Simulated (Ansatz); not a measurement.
**Li on Cu(111): change of the work function**

How does one ordered layer of Li (fcc site) change the work function of Cu(111), and what dipole does each adsorbate carry?

Main program and level: Ansatz 0.2.0; plane-wave DFT, PBE, Ansatz PAW.

**1. The starting structure**

The cell holds 4 atoms: 4 Cu. Its edges and angles: a = 2.553 Å, b = 2.553 Å, c = 24.253 Å, α = 90.0°, β = 90.0°, γ = 60.0°. Vacuum lies along c.

**2. The clean slab**

The bare slab comes first, as the zero from which every change is counted. The two lowest layers are held at bulk places and the upper ones relax. The dipole correction removes the false field that a one-sided slab makes across the periodic vacuum, so each face gets a flat vacuum level of its own.

The input, input.yaml:

```yaml
crystal:
  lattice:
    - [2.5526554801, 0.0, 0.0]
    - [1.27632774, 2.2106644929, 0.0]
    - [0.0, 0.0, 24.2527034153]
  atoms:
    - { symbol: Cu, position: [0.0, 0.0, 0.3710926508] }
    - { symbol: Cu, position: [0.3333333333, 0.3333333333, 0.4570308836] }
    - { symbol: Cu, position: [0.6666666667, 0.6666666667, 0.5429691164] }
    - { symbol: Cu, position: [0.0, 0.0, 0.6289073492] }
kpoints:
  mp_grid: { grid: [12, 12, 1] }
hamiltonian:
  xc: pbe
scf:
  occupations: { method: fermi_dirac, width: 0.1 }
  convergence: { dr2_threshold: 1.0e-08 }
efield:
  axis: 3
  dipole_correction: true
  ramp_position: 0.97
  ramp_width: 0.06
relax:
  f_tol: 0.02
  max_steps: 60
  constraints: [{ sites: [0, 1] }]
output:
  write_potential: true
  write_density: true
  volumetric_format: npy
```

On the command line:

```sh
$ ansatz run input.yaml --threads 4 --pin off --max-ram 6144MiB --backend cpu --events-out ev --progress --plain --runs-dir out
```

Numbers of over 12 decimals in the logs are rounded to 6 here.

The log of the run:

```text
Engine: ansatz 0.2.0, x86_64-unknown-linux-gnu
Pseudopotentials: kind: paw
Pseudopotential: Cu, paw, valence charge 19, recommended cutoff 420 eV (normal), Cu.paw.azcp
Functional definition: PBE
  parameter kappa = 0.804
  parameter beta = 0.066725
  exchange = pbe_x(kappa = kappa, mu = beta*pi^2/3)
  correlation = pbe_c(beta = beta)
Crystal: 4 atoms, lattice volume = 136.860 Å³
Basis set: ecut = 420 eV, 2739 PW (Γ), exchange–correlation on 36×36×360 points (8 copies of the dense FFT grid, shifted against one another)
Bands: 46, of which v1, the nominal top of the filled ones, is band 38 counted from 1 (37 counted from 0)
Symmetry: 6 space group operations
k-points: 19 of 144 (time reversal used)
Non-local potential: Cu, projectors of the file, l = 0: 3, l = 1: 2, l = 2: 3, l = 3: 1
PAW form: soft (Blöchl's): semilocal exchange-correlation on the pseudo side does not see the compensation charge
PAW one-centre angular grid: Cu, 590 points (default); XC on 64 Gauss nodes
Initial density: superposition of atomic densities (neutral atoms: chi_scale 0, normalization atom), corrected by the library's trained network
Initial wavefunctions: pseudopotential atomic-orbital guess
Functional: x = pbe(κ = 0.804, μ = 0.219515), c = pbe(β = 0.066725)
SCF iter   1: F=—  HF=-26499.782585 eV  |F-HF|=—  |Δ(HF+E_count)|=         —  Δρ=1.47e-3  dr2=6.66e-3  ethr=1.77e-3  p=0.000 e·Å  D=4.81e-13 V/Å  ΔV_dip=-0.00 eV  dr2_dipole=2.84e-8  V_vac-E_F(+/−)=4.73/4.73 eV  ⟨swp⟩=8.5  Hψ=3842  notcnv=0  defer=14
efield: sawtooth ramp at fractional position 0.9700 (set: `efield.ramp_position`, or a place that a band, a saddle search or an elastic batch's reference lends), width 0.0600; the density the first Hamiltonian is built on has a dipole p = 0.000 e·Å; the dipole correction subtracts the counter field D = 4.81e-13 V/Å, which shifts the + side's vacuum level by -0.00 eV against the − side's; the planar-averaged density in the ramp window peaks in size at 4.1e-5 e/Å³
preconditioner: auto → LDOS  [insulator: Δε(μ)=0.354 eV  Ē_g=8.430 eV  σ=0.100 eV  W_gap=0.62  n_scr=18 (ndim 8)  ℏωp=21.1 eV  f_vac=0.614  D(μ)=1.13/eV (n_scr^D=8)  ε∞_Penn≈7.2  β→1.0]
SCF iter   2: F=—  HF=-26499.789734 eV  |F-HF|=—  |Δ(HF+E_count)|=   7.15e-3  Δρ=2.64e-3  dr2=1.12e-2  ethr=8.77e-6  p=0.000 e·Å  D=7.48e-6 V/Å  ΔV_dip=-0.00 eV  dr2_dipole=6.76e-8  V_vac-E_F(+/−)=4.82/4.82 eV  ⟨swp⟩=2.9  Hψ=2151  notcnv=0  defer=27
SCF iter   3: F=—  HF=-26499.788174 eV  |F-HF|=—  |Δ(HF+E_count)|=   1.56e-3  Δρ=2.15e-3  dr2=3.58e-3  ethr=8.77e-6  p=-0.000 e·Å  D=-6.60e-6 V/Å  ΔV_dip=0.00 eV  dr2_dipole=3.90e-9  V_vac-E_F(+/−)=4.78/4.78 eV  ⟨swp⟩=2.0  Hψ=1532  notcnv=0  defer=27
SCF iter   4: F=—  HF=-26499.787355 eV  |F-HF|=—  |Δ(HF+E_count)|=   8.19e-4  Δρ=2.43e-4  dr2=1.31e-4  ethr=4.72e-6  p=-0.000 e·Å  D=-1.35e-6 V/Å  ΔV_dip=0.00 eV  dr2_dipole=1.40e-9  V_vac-E_F(+/−)=4.77/4.77 eV  ⟨swp⟩=2.0  Hψ=1282  notcnv=0  defer=27
SCF iter   5: F=—  HF=-26499.787342 eV  |F-HF|=—  |Δ(HF+E_count)|=   1.23e-5  Δρ=1.75e-4  dr2=3.18e-5  ethr=1.73e-7  p=-0.000 e·Å  D=-7.98e-8 V/Å  ΔV_dip=0.00 eV  dr2_dipole=6.24e-13  V_vac-E_F(+/−)=4.78/4.78 eV  ⟨swp⟩=2.1  Hψ=1339  notcnv=0  defer=27
SCF iter   6: F=—  HF=-26499.787334 eV  |F-HF|=—  |Δ(HF+E_count)|=   7.85e-6  Δρ=1.60e-4  dr2=2.49e-5  ethr=4.18e-8  p=0.000 e·Å  D=1.17e-7 V/Å  ΔV_dip=-0.00 eV  dr2_dipole=5.21e-12  V_vac-E_F(+/−)=4.78/4.78 eV  ⟨swp⟩=2.3  Hψ=1426  notcnv=0  defer=27
SCF iter   7: F=—  HF=-26499.787328 eV  |F-HF|=—  |Δ(HF+E_count)|=   6.63e-6  Δρ=5.82e-5  dr2=3.29e-6  ethr=3.27e-8  p=0.000 e·Å  D=6.68e-8 V/Å  ΔV_dip=-0.00 eV  dr2_dipole=5.89e-12  V_vac-E_F(+/−)=4.78/4.78 eV  ⟨swp⟩=2.3  Hψ=1131  notcnv=0  defer=27
SCF iter   8: F=—  HF=-26499.787328 eV  |F-HF|=—  |Δ(HF+E_count)|=   5.98e-7  Δρ=1.25e-5  dr2=1.97e-7  ethr=4.33e-9  p=0.000 e·Å  D=6.35e-9 V/Å  ΔV_dip=-0.00 eV  dr2_dipole=1.12e-13  V_vac-E_F(+/−)=4.78/4.78 eV  ⟨swp⟩=2.1  Hψ=1207  notcnv=0  defer=27
SCF iter   9: F=-26499.787329 eV  HF=-26499.787329 eV  |F-HF|=4.13e-9  |Δ(HF+E_count)|=   1.91e-7  Δρ=2.16e-6  dr2=4.93e-9  ethr=1.32e-11  p=0.000 e·Å  D=6.95e-8 V/Å  ΔV_dip=-0.00 eV  dr2_dipole=6.05e-14  V_vac-E_F(+/−)=4.79/4.79 eV  ⟨swp⟩=8.3  Hψ=6816  notcnv=0
SCF 1 converged in 9 iterations: F = -26499.787329 eV  dr2 = 4.93e-9
  greatest PAW one-centre occupation: 1.000 electrons in one spin orbital (limit 2), on the Cu atom at site 3 (counted from 0), in its partial waves of l = 0
relax step   1: F+E_penalty+E_count = -26499.78732861 eV  Δ(F+E_penalty+E_count) = +0.000e0 eV  max|allowed force component| = 1.263e-2 eV/Å  Δτ_max = 0.0000 Å  (9 SCF iters, accepted)
NSCF: frozen V_eff on 19 k-points
the band table was solved once a step of the walk had ended and its energy, with any forces and stress, was formed, with the checks that follow a solve (4565 applications of the Hamiltonian). They found nothing against the state; the energy, forces and stress were not computed again (output.eigenvalues in the input reference)
WARN: The input density's exchange-correlation potential varies sharply where the density is thin. Do not read a vacuum level from v_tot or v_xc, or from such a field of the output density. On a cell that repeats whose density bears no net charge and no dipole along the vacuum's axis use v_es (v_loc + v_h of the components); under efield.dipole_correction with no amplitude use v_es + v_field, which holds any external [...]
SCF converged after 9 iterations
Free energy (F): -26499.787329 eV
Harris-Foulkes:  -26499.787329 eV  (|F-HF|=4.13e-9)
Internal energy: -26499.748950 eV  (E = F + TS)
E sigma→0 (E₀):  -26499.768139 eV
Entropy (-TS):   -0.038378 eV (-9.595 meV/atom)
Fermi energy:    2.702448 eV
Dipole field:    D = 0.000000 V/Å  (p = 0.000000 e·Å, saw-weighted, corrected)
Work function:   Φ+ = 4.7858 eV   Φ− = 4.7858 eV
Levels:          The Fermi level and band energies are counted from a zero that moves with the ramp; work functions are not
--- Per-component energies (eV) ---
  E_band       = -2495.104538
  E_kinetic    = 1198.592193
  E_local      = -181627.940899  (includes V_loc(G=0)·N_el)
  E_nonlocal   = 1563.718200
  E_hartree    = 89322.477773
  E_xc         = -355.976170
  E_vxc        = -459.154342  (∫ρ·V_xc dr)
  E_paw        = -6655.772118  (= ΣΔE_a)
  E_vpaw       = -1815.295460  (= ΣTr[D̂ρ^β])
  E_aug_tail   = 0.001085  (compensation charges beyond the density's cutoff)
  E_efield     = 0.000000  (sawtooth field / dipole correction)
  E_vefield    = 0.000000  (∫n·V_field dr)
  E_ewald      = 70055.150985
  E_smearing   = -0.038378  (= −TS)
  E_closure    = 0.000000  (closes the sum)
  Σ components = -26499.787329   (vs F -26499.787329, Δ=0.00e0)
--- Forces (eV/Å), atoms counted from 1 ---
  atom   1  Cu     0.00000000     0.00000000     0.01262852
  atom   2  Cu     0.00000000     0.00000000     0.00864278
  atom   3  Cu     0.00000000     0.00000000    -0.00864305
  atom   4  Cu    -0.00000000     0.00000000    -0.01263058
  max |Σ_I F_I| component: 2.33e-6 eV/Å
--- Band table (eV; the first three rows and the last of 19) ---
  k-point 0: bands = [... 34 lower, 0.7015, 0.9883, 0.9883, 1.1278, 1.1278, 1.4792, 2.4508, 6.9317, ... 4 higher]
  k-point 1: bands = [... 34 lower, 0.7069, 0.7722, 0.9591, 0.9858, 1.1309, 1.9111, 3.0010, 7.1104, ... 4 higher]
  k-point 2: bands = [... 34 lower, 0.6428, 0.7099, 0.9780, 1.1384, 1.2113, 2.6414, 4.1277, 7.6456, ... 4 higher]
  k-point 18: bands = [... 34 lower, 1.0442, 1.0505, 6.1270, 6.3749, 6.3749, 7.1516, 7.1516, 7.9011, ... 4 higher]
--- Relaxed structure (1 steps of the walk, 1 accepted, 0 SCFs on fresh bases) ---
  F+E_penalty+E_count = -26499.78732861 eV   max|allowed force component| = 1.263e-2 eV/Å
  atoms:
    - { symbol: Cu, position: [0.0, 0.0, 0.3710926508] }
    - { symbol: Cu, position: [0.333333, 0.333333, 0.4570308836] }
    - { symbol: Cu, position: [0.666667, 0.666667, 0.5429691164] }
    - { symbol: Cu, position: [0.0, 0.0, 0.6289073492] }
```

Elapsed: 1.5 s, on 4 threads of AMD EPYC 9R45, shared host; peak memory 0.55 GiB.

Hardly anything moved in the relaxation; the energy changed by under 0.2 meV an atom.

Numbers from this step:

```yaml
energy_at_zero_smearing: -26499.7681 eV
work_function_upper_face: 4.786 eV
dipole_along_the_normal: 3.55e-7 e·Å
```

Running mean over 2.084 Å of the planar mean; the ramp of the sawtooth is left out. Electron's electrostatic potential energy less the Fermi level against z:

z (Å), electron's electrostatic potential energy less the Fermi level (eV) and a bar from the least value:
```
      3.0       4.79 ##############################
      3.5       4.79 ##############################
      4.0       4.79 ##############################
      4.5       4.78 ##############################
      5.0       4.78 ##############################
      5.5       4.77 ##############################
      6.0       4.73 ##############################
      6.5       4.60 ##############################
      7.0       4.11 #############################
      7.5       2.00 ########################
      8.0      -2.75 #############
      8.5      -7.12 ####
      9.0      -8.54 #
      9.5      -8.74 
     10.0      -8.78 
     10.5      -8.81 
     11.0      -8.83 
     11.5      -8.82 
     12.0      -8.81 
     12.5      -8.81 
     13.0      -8.82 
     13.5      -8.82 
     14.0      -8.79 
     14.5      -8.76 
     15.0      -8.69 
     15.5      -8.16 #
     16.0      -5.25 ########
     16.5      -0.20 ###################
     17.0       3.41 ###########################
     17.5       4.43 #############################
     18.0       4.68 ##############################
     18.5       4.76 ##############################
     19.0       4.78 ##############################
     19.5       4.78 ##############################
     20.0       4.79 ##############################
     20.5       4.79 ##############################
     21.0       4.79 ##############################
```

The work function of the upper face is 4.79 eV.

(Continued in part 2 of 2.)

[Logs are printed without paths, hosts, clocks, repeated set-up lines and the standing remarks that a program may print on its own settings, such as how far it seeks lower states.]

[Hosts, paths, dates, database ids (printed as entryN), source tags and the programs' standing remarks are cut or masked in the printed files.]

[Maps of the electrostatic potential energy from Ansatz leave out the sawtooth potential of an applied field or a dipole correction, so their vacuum need not be flat; planar profiles and work functions include it.]
